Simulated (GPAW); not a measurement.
# Li K ELNES/XANES of LiPb (Pm-3m) from DFT

Aim: the near-edge shape at the Li K edge of LiPb (Pm-3m), and what the core hole does to it.

Main program and level: GPAW 26.7.0; X-ray absorption from dipole matrix elements to empty bands, plane-wave PAW LDA, without spin-orbit coupling.

The database entry behind the starting cell is an old determination (1941), so it need not match the best structure at ambient conditions.

**1. Starting point**

Symmetry: Pm-3m, No. 221, cubic system. The conventional cell has a = 3.522 Å, b = 3.522 Å, c = 3.522 Å, α = 90.00°, β = 90.00°, γ = 90.00°. Nearest to Pb lie 8 Li at 3.05 Å. Li has 8 Pb at 3.05 Å nearest. Farther neighbours are not listed.

Coordinates:

```
Pb Li
1.0
     3.52200    0.00000    0.00000
     0.00000    3.52200    0.00000
     0.00000    0.00000    3.52200
Pb Li
1 1
Direct
  0.00000 0.00000 0.00000
  0.50000 0.50000 0.50000
```

**2. The field without a hole**

A plain self-consistent run shows whether there is a gap, which decides the set-up of the core-hole run.

The input, scf.py:

```python
import numpy as np
from ase import Atoms
from ase.parallel import parprint, paropen
from gpaw import GPAW, PW, FermiDirac, Mixer, MixerDif, setup_paths
from gpaw.test import gen
setup_paths.insert(0, '.')
gen('Li', name='nch1s', xcname='LDA', corehole=(1, 0, 0), write_xml=True)
from gpaw.mpi import world
world.barrier()

atoms = Atoms('PbLi',
    cell=[[3.522, 0, 0],
     [0, 3.522, 0],
     [0, 0, 3.522]],
    scaled_positions=[[0, 0, 0],
     [0.5, 0.5, 0.5]],
    pbc=True)
atoms.calc = calc = GPAW(legacy_gpaw=True, mode=PW(500, force_complex_dtype=True), xc='LDA', setups={1: 'nch1s'},
    kpts={'size': (7, 7, 7), 'gamma': True}, occupations=FermiDirac(0.05),
    charge=0, mixer=Mixer(0.1, 5, 50), maxiter=150,
    convergence={'density': 0.0001, 'eigenstates': 1e-6}, txt='scf.txt')
energy = atoms.get_potential_energy() + calc.get_reference_energy()
ef = calc.get_fermi_level()
out = dict(energy=energy, fermi=ef, forces=atoms.get_forces().tolist())
parprint(f'all-electron energy {energy:.4f} eV, Fermi level {ef:.4f} eV')
ev = np.array([[calc.get_eigenvalues(k, s) for k in range(len(calc.get_ibz_k_points()))] for s in range(calc.get_number_of_spins())])
out['homo'], out['lumo'], out['counts'] = ev[ev < ef].max(), ev[ev > ef].min(), sorted(set((ev < ef).sum((0, 2)).tolist()))
out['filled'] = (ev[:, 0] < ef).sum(1).tolist()
import json
with paropen('out.json', 'w') as f:
    json.dump(out, f)
```

Launch:

```
$ OMP_NUM_THREADS=1 mpirun -n 4 gpaw python scf.py
```

Numbers of over 12 decimals in the logs are rounded to 6 here.

The program printed:

```text
Input parameters:
  convergence: {density: 0.0001,
                eigenstates: 1e-06}
  kpts: {gamma: True,
         size: (7, 7, 7)}
  maxiter: 150
  mixer: {backend: pulay,
          beta: 0.1,
          method: separate,
          nmaxold: 5,
          weight: 50}
  mode: {ecut: 500.0,
         force_complex_dtype: True,
         name: pw}
  occupations: {fixmagmom: False,
                name: fermi-dirac,
                width: 0.05}
  setups: {1: nch1s}

Initialize ...

[... PAW data sets ...]

Reference energy: -567170.542435  # eV

Spin-paired calculation

[... convergence settings ...]
Symmetries present (total): 48
  [... symmetry matrices ...]

343 k-points: 7 x 7 x 7 Monkhorst-Pack grid
20 k-points in the irreducible part of the Brillouin zone
       k-points in crystal coordinates                weights
   0:     0.00000000    0.00000000    0.00000000          1/343
   1:     0.14285714    0.00000000    0.00000000          6/343
   2:     0.14285714    0.14285714    0.00000000         12/343
   3:     0.14285714    0.14285714    0.14285714          8/343
   4:     0.28571429    0.00000000    0.00000000          6/343
   5:     0.28571429    0.14285714    0.00000000         24/343
   6:     0.28571429    0.14285714    0.14285714         24/343
   7:     0.28571429    0.28571429    0.00000000         12/343
   8:     0.28571429    0.28571429    0.14285714         24/343
   9:     0.28571429    0.28571429    0.28571429          8/343
          ...
  19:     0.42857143    0.42857143    0.42857143          8/343

Wave functions: Plane wave expansion
  Cutoff energy: 500.000 eV
  Number of coefficients (min, max): 1082, 1141
  Pulay-stress correction: 0.000000 eV/Ang^3 (de/decut=0.000000)
  Using FFTW library
  Wavefunction extrapolation:
    Improved wavefunction reuse through dual PAW basis

Occupation numbers: Fermi-Dirac:
  width: 0.0500  # eV

Eigensolver
   Davidson(niter=2)

Densities:
  Coarse grid: 20*20*20 grid
  Fine grid: 40*40*40 grid
  Total Charge: 0.000000

Density mixing:
  Method: separate
  Backend: pulay
  Linear mixing parameter: 0.1
  old densities: 5
  Width of damping distribution: 1.1
  Damping of long wavelength oscillations: 50

[... Hamiltonian set-up ...]
Number of atoms: 2
Number of atomic orbitals: 13
Number of bands in calculation: 13
Number of valence electrons: 15
Bands to converge: occupied

... initialized

Initializing position-dependent things.

Density initialized from atomic densities
Creating initial wave functions:
  13 bands from LCAO basis set

Positions:
   0 Pb     0.000000    0.000000    0.000000    ( 0.0000,  0.0000,  0.0000)
   1 Li     1.761000    1.761000    1.761000    ( 0.0000,  0.0000,  0.0000)

Unit cell:
           periodic     x           y           z      points  spacing
  1. axis:    yes    3.522000    0.000000    0.000000    20     0.1761
  2. axis:    yes    0.000000    3.522000    0.000000    20     0.1761
  3. axis:    yes    0.000000    0.000000    3.522000    20     0.1761

  Lengths:   3.522000   3.522000   3.522000
  Angles:   90.000000  90.000000  90.000000

Effective grid spacing dv^(1/3) = 0.1761

iter:   1    -7.369745
iter:   2    -7.343696   -1.67  -1.53
iter:   3    -7.258715   -1.54  -1.59
iter:   4    -7.262183   -2.63  -2.14
iter:   5    -7.256719c  -2.83  -2.26
iter:   6    -7.256508c  -3.51  -2.51
iter:   7    -7.256359c  -4.86  -2.88
iter:   8    -7.256069c  -4.46  -2.86
iter:   9    -7.256078c  -5.27  -3.14
iter:  10    -7.256076c  -7.19c -3.48
iter:  11    -7.256090c  -5.66  -3.43
iter:  12    -7.256091c  -6.49c -4.35c

Converged after 12 iterations.

Dipole moment: (0.000000, -0.000000, -0.000000) |e|*Ang

Energy contributions relative to reference atoms: (reference = -567170.542435)

Kinetic:         +7.282954
Potential:       -6.964683
External:        +0.000000
XC:              -7.615606
Entropy (-ST):   -0.002393
Local:           +0.042441
SIC:             +0.000000
--------------------------
Free energy:     -7.257287
Extrapolated:    -7.256091

Showing only first 2 kpts
 Kpt  Band  Eigenvalues  Occupancy
  0     5     -5.08145    2.00000
  0     6      7.71059    0.00000
  0     7      7.71059    0.00000
  0     8      7.71059    0.00000

  1     5     -4.87885    2.00000
  1     6      5.90120    0.00000
  1     7      7.99200    0.00000
  1     8      7.99200    0.00000

Fermi level: 5.19742

No gap
No difference between direct/indirect transitions

Forces in eV/Ang:
  0 Pb    0.00000    0.00000    0.00000
  1 Li    0.00000    0.00000    0.00000
Scalar-relativistic atomic LDA calculation for Li (Lithium, Z=3)
Core hole in 1s state (1s occupation: 2.0)
300 radial gridpoints.
|------------------------------------------------|
|------------------------------------------------|
[... the atom generator's iteration count ...]

Energy contributions:
-------------------------
Kinetic:       +7.239206
XC:            -1.652020
Potential:    -12.922674
-------------------------
Total:         -7.335488

state      eigenvalue         ekin         rmax
-----------------------------------------------
1s^2.0 :    -1.878344     3.502985        0.365
2s^1.0 :    -0.105610     0.233235        3.124
2p^0.0 :    -0.041382     0.137004        3.898
-----------------------------------------------
(units: Bohr and Hartree)

Generating PAW setup
Kinetic energy of the core from tauc = 7.006868
Cutoffs:
rc(s)=2.000
rc(p)=2.000
rc(d)=2.000
rc(vbar)=1.800
rc(comp)=2.000
rc(nct)=2.000

Kinetic energy of the core states: 7.005971
Charge: 0.0
Core electrons: 2.0
Valence electrons: 1.0
Pseudo-core charge: 0.168869
Shape function alpha=2.500
Pseudo-electron charge 1.164086
state    eigenvalue         norm
--------------------------------
2s(1) :    -0.105610     0.995217
*s    :     0.894390
2p(0) :    -0.041382     0.995581
*p    :     0.958618
*d    :     0.000000
--------------------------------

Diagonalizing with gridspacing h=0.050

state   all-electron     PAW
-------------------------------
2s:      -0.105610    -0.105589
2p:      -0.041382    -0.041286
*d:                    0.026692
*f:                    0.061621
-------------------------------
all-electron energy -567177.7985 eV, Fermi level 5.1974 eV
```

The job ended after 4.8 s (4 MPI ranks of AMD EPYC 9R14 (Zen 4), shared host; peak memory 0.17 GiB; 18 s of CPU time).

The mesh shows no gap, so the system is treated as a metal and the core electron is put at the Fermi level (neutral cell).

**3. Spectrum without a core hole, Li atom 2**

Without a hole the spectrum is the empty density of states of the right symmetry on the absorber, weighted by matrix elements. It needs only the small cell and serves as the baseline. The data set with a hole of occupation 0 only carries the core orbital.

The absorber has 8 Pb at 3.05 Å and 6 Li at 3.52 Å (cube and octahedron, as in bcc, site symmetry m-3m).

The input, xas.py:

```python
import numpy as np
from ase import Atoms
from ase.parallel import parprint, paropen
from gpaw import GPAW, PW, FermiDirac, Mixer, MixerDif, setup_paths
from gpaw.test import gen
setup_paths.insert(0, '.')
gen('Li', name='nch1s', xcname='LDA', corehole=(1, 0, 0), write_xml=True)
from gpaw.mpi import world
world.barrier()

atoms = Atoms('PbLi',
    cell=[[3.522, 0, 0],
     [0, 3.522, 0],
     [0, 0, 3.522]],
    scaled_positions=[[0, 0, 0],
     [0.5, 0.5, 0.5]],
    pbc=True)
atoms.calc = calc = GPAW(legacy_gpaw=True, mode=PW(500, force_complex_dtype=True), xc='LDA', setups={1: 'nch1s'},
    kpts={'size': (10, 10, 10), 'gamma': True}, occupations=FermiDirac(0.1),
    charge=0, mixer=Mixer(0.1, 5, 50), maxiter=150,
    convergence={'density': 0.0001, 'eigenstates': 1e-6}, txt='scf.txt')
energy = atoms.get_potential_energy() + calc.get_reference_energy()
ef = calc.get_fermi_level()
out = dict(energy=energy, fermi=ef, forces=atoms.get_forces().tolist())
parprint(f'all-electron energy {energy:.4f} eV, Fermi level {ef:.4f} eV')
ev = np.array([[calc.get_eigenvalues(k, s) for k in range(len(calc.get_ibz_k_points()))] for s in range(calc.get_number_of_spins())])
out['homo'], out['lumo'], out['counts'] = ev[ev < ef].max(), ev[ev > ef].min(), sorted(set((ev < ef).sum((0, 2)).tolist()))
out['filled'] = (ev[:, 0] < ef).sum(1).tolist()

from ase.units import Ha
from gpaw.xas import dipole_matrix_elements
nb = int(calc.get_number_of_electrons() / 2) + 29
top = nb
nscf = calc.fixed_density(kpts={'size': (9, 9, 9), 'gamma': True},
    convergence={'eigenstates': 1.0}, txt='nscf.txt')
nscf.diagonalize_full_hamiltonian(nbands=nb)
cell = atoms.cell.array
ops = [cell.T @ U.T @ np.linalg.inv(cell.T) for U in nscf.wfs.kd.symmetry.op_scc]
E = np.arange(-25, 34, 0.1)
fwhm = np.interp(E, [4, 25], [0.9, 3.5])
Y, X, zero, highest = 0, 0, 1e9, 1e9
for spin in range(nscf.get_number_of_spins()):
    wfs = nscf.wfs
    mine = wfs.bd.get_slice()  # this rank's bands
    A = dipole_matrix_elements(wfs.setups[1])
    eps = np.zeros((wfs.kd.nibzkpts, nb))
    d = np.zeros((3, A.shape[1], wfs.kd.nibzkpts, nb), complex)
    for kpt in wfs.kpt_u:
        if kpt.s == spin and 1 in kpt.P_ani:
            eps[kpt.k, mine] = kpt.eps_n * Ha
            d[:, :, kpt.k, mine] = (kpt.weight * wfs.nspins / 2) ** 0.5 * np.inner(A, kpt.P_ani[1])
    world.sum(eps)
    world.sum(d)
    T = np.einsum('amkn,bmkn->abkn', d, d.conj()).real
    T = sum(np.einsum('ai,ijkn,bj->abkn', R, T, R) for R in ops) / len(ops)
    empty = eps > ef
    zero, highest = min(zero, eps[empty].min()), min(highest, eps[:, top - 1].min())
    lines = [(eps, T, empty)] if spin == 0 else lines + [(eps, T, empty)]
for eps, T, empty in lines:
    f = np.einsum('aakn->akn', T).reshape(3, -1)
    x = eps.ravel() - zero
    w = np.interp(x, E, fwhm) / 2.35482
    g = np.exp(-0.5 * ((E[:, None] - x) / w) ** 2) / (w * (2 * np.pi) ** 0.5)
    Y = Y + (f * empty.ravel()) @ g.T
    X = X + (f * ~empty.ravel()) @ g.T
out.update(E=E.round(2).tolist(), xas=Y.tolist(), xes=X.tolist(), zero=zero, valid=highest - zero, nk=len(eps), nb=nb)
for i in range(0, len(E), 10):
    parprint(f'{E[i]:7.2f}', *(f'{v:10.3e}' for v in Y[:, i]))
import json
with paropen('out.json', 'w') as f:
    json.dump(out, f)
```

Launch:

```
$ OMP_NUM_THREADS=1 mpirun -n 4 gpaw python xas.py
```

The program printed:

```text
Input parameters:
  convergence: {density: 0.0001,
                eigenstates: 1e-06}
  kpts: {gamma: True,
         size: (10, 10, 10)}
  maxiter: 150
  mixer: {backend: pulay,
          beta: 0.1,
          method: separate,
          nmaxold: 5,
          weight: 50}
  mode: {ecut: 500.0,
         force_complex_dtype: True,
         name: pw}
  occupations: {fixmagmom: False,
                name: fermi-dirac,
[...]
*p    :     0.958618
*d    :     0.000000
--------------------------------

Diagonalizing with gridspacing h=0.050

state   all-electron     PAW
-------------------------------
2s:      -0.105610    -0.105589
2p:      -0.041382    -0.041286
*d:                    0.026692
*f:                    0.061621
-------------------------------
all-electron energy -567177.7703 eV, Fermi level 5.4377 eV
[...]
32.00  1.523e-03  1.523e-03  1.523e-03
  33.00  1.160e-03  1.160e-03  1.160e-03
[key lines of the parts left out:]
Converged after 12 iterations.
Dipole moment: (0.000000, 0.000000, 0.000000) |e|*Ang
Free energy:     -7.237393
Fermi level: 5.43774
```

It took 20 s on 4 MPI ranks; peak memory 0.32 GiB.

The Li K spectrum, Li atom 2, no core hole (energy from the lowest empty level; intensity scaled to a mean of 1 over the first 20 eV):

| E (eV) | intensity |
| --- | --- |
| -2.0 | 0.00 |
| -1.5 | 0.00 |
| -1.0 | 0.00 |
| -0.5 | 0.04 |
| 0.0 | 0.17 |
| 0.5 | 0.29 |
| 1.0 | 0.27 |
| 1.5 | 0.27 |
| 2.0 | 0.35 |
| 2.5 | 0.60 |
| 3.0 | 0.79 |
| 3.5 | 0.73 |
| 4.0 | 0.64 |
| 4.5 | 0.71 |
| 5.0 | 0.57 |
| 5.5 | 0.78 |
| 6.0 | 1.05 |
| 6.5 | 1.26 |
| 7.0 | 1.69 |
| 7.5 | 2.12 |
| 8.0 | 2.32 |
| 8.5 | 2.38 |
| 9.0 | 2.30 |
| 9.5 | 2.01 |
| 10.0 | 1.61 |
| 10.5 | 1.27 |
| 11.0 | 1.01 |
| 11.5 | 0.82 |
| 12.0 | 0.70 |
| 12.5 | 0.63 |
| 13.0 | 0.62 |
| 13.5 | 0.67 |
| 14.0 | 0.75 |
| 14.5 | 0.80 |
| 15.0 | 0.82 |
| 15.5 | 0.81 |
| 16.0 | 0.80 |
| 16.5 | 0.80 |
| 17.0 | 0.83 |
| 17.5 | 0.87 |
| 18.0 | 0.94 |
| 18.5 | 1.03 |
| 19.0 | 1.13 |
| 19.5 | 1.21 |
| 20.0 | 1.25 |
| 20.5 | 1.24 |
| 21.0 | 1.17 |
| 21.5 | 1.08 |
| 22.0 | 0.97 |
| 22.5 | 0.89 |
| 23.0 | 0.83 |
| 23.5 | 0.81 |
| 24.0 | 0.81 |
| 24.5 | 0.82 |
| 25.0 | 0.83 |
| 25.5 | 0.84 |
| 26.0 | 0.85 |
| 26.5 | 0.85 |
| 27.0 | 0.84 |
| 27.5 | 0.83 |

Main maxima below 24 eV (height): 3.2 eV (0.80), 4.4 eV (0.72), 8.5 eV (2.38) and 20.1 eV (1.25). A K edge sees empty p states on the absorber.

The same matrix elements for filled bands give the Li K emission of Li atom 2 (ground-state approximation; energy from the lowest empty level, largest value 1):

| E (eV) | emission |
| --- | --- |
| -24.00 | 0.00 |
| -23.25 | 0.00 |
| -22.50 | 0.00 |
| -21.75 | 0.00 |
| -21.00 | 0.00 |
| -20.25 | 0.00 |
| -19.50 | 0.00 |
| -18.75 | 0.00 |
| -18.00 | 0.00 |
| -17.25 | 0.01 |
| -16.50 | 0.03 |
| -15.75 | 0.00 |
| -15.00 | 0.00 |
| -14.25 | 0.00 |
| -13.50 | 0.00 |
| -12.75 | 0.00 |
| -12.00 | 0.00 |
| -11.25 | 0.00 |
| -10.50 | 0.01 |
| -9.75 | 0.08 |
| -9.00 | 0.20 |
| -8.25 | 0.18 |
| -7.50 | 0.09 |
| -6.75 | 0.02 |
| -6.00 | 0.00 |
| -5.25 | 0.00 |
| -4.50 | 0.00 |
| -3.75 | 0.12 |
| -3.00 | 0.62 |
| -2.25 | 1.00 |
| -1.50 | 0.95 |
| -0.75 | 0.83 |
| 0.00 | 0.21 |
| 0.75 | 0.00 |
| 1.50 | 0.00 |
| 2.25 | 0.00 |
| 3.00 | 0.00 |

Emission maxima: -8.8 eV (0.21) and -2.2 eV (1.00).

**4. Reference energy of the supercell**

The photon energy needs a difference of total energies, so the cell and mesh of the coming hole run are first run without a hole.

scf.py: that of step 2 with these lines changed.

```diff
@@ -10,11 +10,17 @@
 
-atoms = Atoms('PbLi',
-    cell=[[3.522, 0, 0],
-     [0, 3.522, 0],
-     [0, 0, 3.522]],
+atoms = Atoms('Pb4Li4',
+    cell=[[3.522, 3.522, 3.522],
+     [-3.522, 3.522, -3.522],
+     [-3.522, 3.522, 3.522]],
     scaled_positions=[[0, 0, 0],
-     [0.5, 0.5, 0.5]],
+     [0.5, 0.5, 0],
+     [0, 0.5, 0.5],
+     [0.5, 0, 0.5],
+     [0.5, 0, 0],
+     [0, 0.5, 0],
+     [0.5, 0.5, 0.5],
+     [0, 0, 0.5]],
     pbc=True)
-atoms.calc = calc = GPAW(legacy_gpaw=True, mode=PW(500, force_complex_dtype=True), xc='LDA', setups={1: 'nch1s'},
-    kpts={'size': (7, 7, 7), 'gamma': True}, occupations=FermiDirac(0.05),
+atoms.calc = calc = GPAW(legacy_gpaw=True, mode=PW(500, force_complex_dtype=True), xc='LDA', setups={4: 'nch1s'},
+    kpts={'size': (5, 5, 5), 'gamma': True}, occupations=FermiDirac(0.1),
     charge=0, mixer=Mixer(0.1, 5, 50), maxiter=150,
```

Launch:

```
$ OMP_NUM_THREADS=1 mpirun -n 4 gpaw python scf.py
```

The program printed:

```text
Input parameters:
  convergence: {density: 0.0001,
                eigenstates: 1e-06}
  kpts: {gamma: True,
         size: (5, 5, 5)}
  maxiter: 150
  mixer: {backend: pulay,
          beta: 0.1,
          method: separate,
          nmaxold: 5,
          weight: 50}
  mode: {ecut: 500.0,
         force_complex_dtype: True,
         name: pw}
  occupations: {fixmagmom: False,
                name: fermi-dirac,
[...]
2s(1) :    -0.105610     0.995217
*s    :     0.894390
2p(0) :    -0.041382     0.995581
*p    :     0.958618
*d    :     0.000000
--------------------------------

Diagonalizing with gridspacing h=0.050

state   all-electron     PAW
-------------------------------
2s:      -0.105610    -0.105589
2p:      -0.041382    -0.041286
*d:                    0.026692
*f:                    0.061621
-------------------------------
all-electron energy -2268711.0231 eV, Fermi level 5.4668 eV
[key lines of the parts left out:]
Converged after 14 iterations.
Dipole moment: (0.000000, -0.000000, 0.000000) |e|*Ang
Free energy:    -28.892404
Fermi level: 5.46676
```

Elapsed: 15 s, on 4 MPI ranks; peak memory 0.25 GiB.

Reference energy: -2268711.023 eV with the cores included.

[end of part 1 of 2]

[Banner, clock and machine lines of the logs are left out without a mark of their own.]

[Logs are printed without paths, hosts, clocks, repeated set-up lines and the standing remarks that a program may print on its own settings, such as how far it seeks lower states.]

[Hosts, paths, dates, database ids (printed as entryN), source tags and the programs' standing remarks are cut or masked in the printed files.]

[Lists of maxima count a maximum above −3 eV only where it reaches 4 % of the highest in the window and stands out from its surroundings by 2 % of it (1.5 % where it reaches 55 %); shoulders and weaker maxima are passed over, and of the rest the first, up to two pre-edge ones and the few strongest are named.]
